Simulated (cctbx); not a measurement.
# What is wrong with this refinement?

Cell a = 12.7790 Å, b = 7.3180 Å, c = 9.2750 Å, α = 90.00°, β = 90.00°, γ = 90.00°; space group Cmcm (no. 63).

The data are simulated with cctbx, not measured: Mo Kα, λ = 0.71073 Å, to d = 0.65 Å, 50 % of the full sphere, strongest reflection 40000 counts, noise from counting, a 2 % proportional error and a noise floor of 4 counts (s.d.); no absorption.

An anisotropic refinement with weights 1/σ² prints:

```text
Rint 0.022, 891 unique reflections to 0.65 A
cycle     R1     wR2    GooF  max shift (A)
   1  0.1028  0.2373   9.864   0.04139
   3  0.0719  0.1796   7.468   0.00002
final R1 0.0719 wR2 0.1796 GooF 7.468  parameters 34  data/parameter 26.2
atom        x        y        z      Ueq    occ   su(xyz)  su(Uiso or U11)
Bi1    0.65872  0.32909  0.75000   0.0099  1.000  0.00011  0.0004
Co1    0.00000  0.00000  0.00000   0.0139  1.000  0.00000  0.0020
Co2    0.83242  0.50000  0.00000   0.0090  1.000  0.00023  0.0011
Al1    0.00000  0.86923  0.25000   0.0211  1.000  0.00158  0.0050
Al2    0.00000  0.33084  0.45164   0.0294  1.000  0.00142  0.0047
Al3    0.66707  0.33201  0.06646   0.0189  1.000  0.00080  0.0028
difference map: max 33.86 min -3.58 rms 1.22
Q1    0.1073  0.4365  0.7500    8   34.73  2.49 A from Co2
Q2    0.1675  0.1878  0.2500    8    8.48  0.17 A from Bi1
Q3    0.0000  0.0899  0.7500    4    7.67  0.30 A from Al1
Q4    0.0000  0.0000  0.0000    4    3.32  0.00 A from Co1
Q5    0.1706  0.5000  0.0000    8    2.47  0.04 A from Co2
Q6    0.0000  0.3424  0.0483    8    1.32  0.08 A from Al2
```

**Question.** Can this result stand? If not, what is the likely fault?

Mend it. The fault: an atom left out, Al at (0.8928, 0.4371, 3/4). Against the right model at the same level, R1 goes from 0.0098 to 0.0719 and GooF from 0.91 to 7.47 and the top difference peak, 34.7 e/Å³, lies 2.49 Å from Co2. Q1 is the missing atom. With scattering power missing, scale and phases suffer, so peaks may also grow on the heavy atoms.

The compound is Al9Co3Bi2. The right model at the same level gives:

```text
Rint 0.022, 891 unique reflections to 0.65 A
cycle     R1     wR2    GooF  max shift (A)
   1  0.0629  0.1518   6.333   0.00541
   2  0.0098  0.0219   0.914   0.00009
final R1 0.0098 wR2 0.0219 GooF 0.914  parameters 40  data/parameter 22.3
atom        x        y        z      Ueq    occ   su(xyz)  su(Uiso or U11)
Bi1    0.65879  0.32901  0.75000   0.0112  1.000  0.00001  0.0000
Co1    0.00000  0.00000  0.00000   0.0150  1.000  0.00000  0.0002
Co2    0.83239  0.50000  0.00000   0.0104  1.000  0.00003  0.0001
Al1    0.89282  0.43691  0.75000   0.0364  1.000  0.00021  0.0007
Al2    0.00000  0.87573  0.25000   0.0202  1.000  0.00020  0.0006
Al3    0.00000  0.33156  0.45137   0.0303  1.000  0.00018  0.0006
Al4    0.66738  0.33190  0.06652   0.0210  1.000  0.00010  0.0003
difference map: max 0.80 min -0.64 rms 0.17
Q1    0.0000  0.5039  0.2500    4    0.80  1.44 A from Al1
Q2    0.0553  0.1271  0.7500    8    0.69  0.71 A from Al2
Q3    0.1829  0.4849  0.1778   16    0.68  1.31 A from Al1
Q4    0.0696  0.0804  0.6569   16    0.61  1.28 A from Al2
Q5    0.0900  0.0711  0.5340   16    0.61  1.25 A from Al4
Q6    0.2375  0.1474  0.7500    8    0.60  1.88 A from Bi1
```

The model was made for the exercise: a known structure type with other elements put in, its volume estimated, not relaxed; displacement parameters are assumed.

[Middle refinement cycles are left out of these outputs.]

[Logs are printed without paths, hosts, clocks, repeated set-up lines and the standing remarks that a program may print on its own settings, such as how far it seeks lower states.]
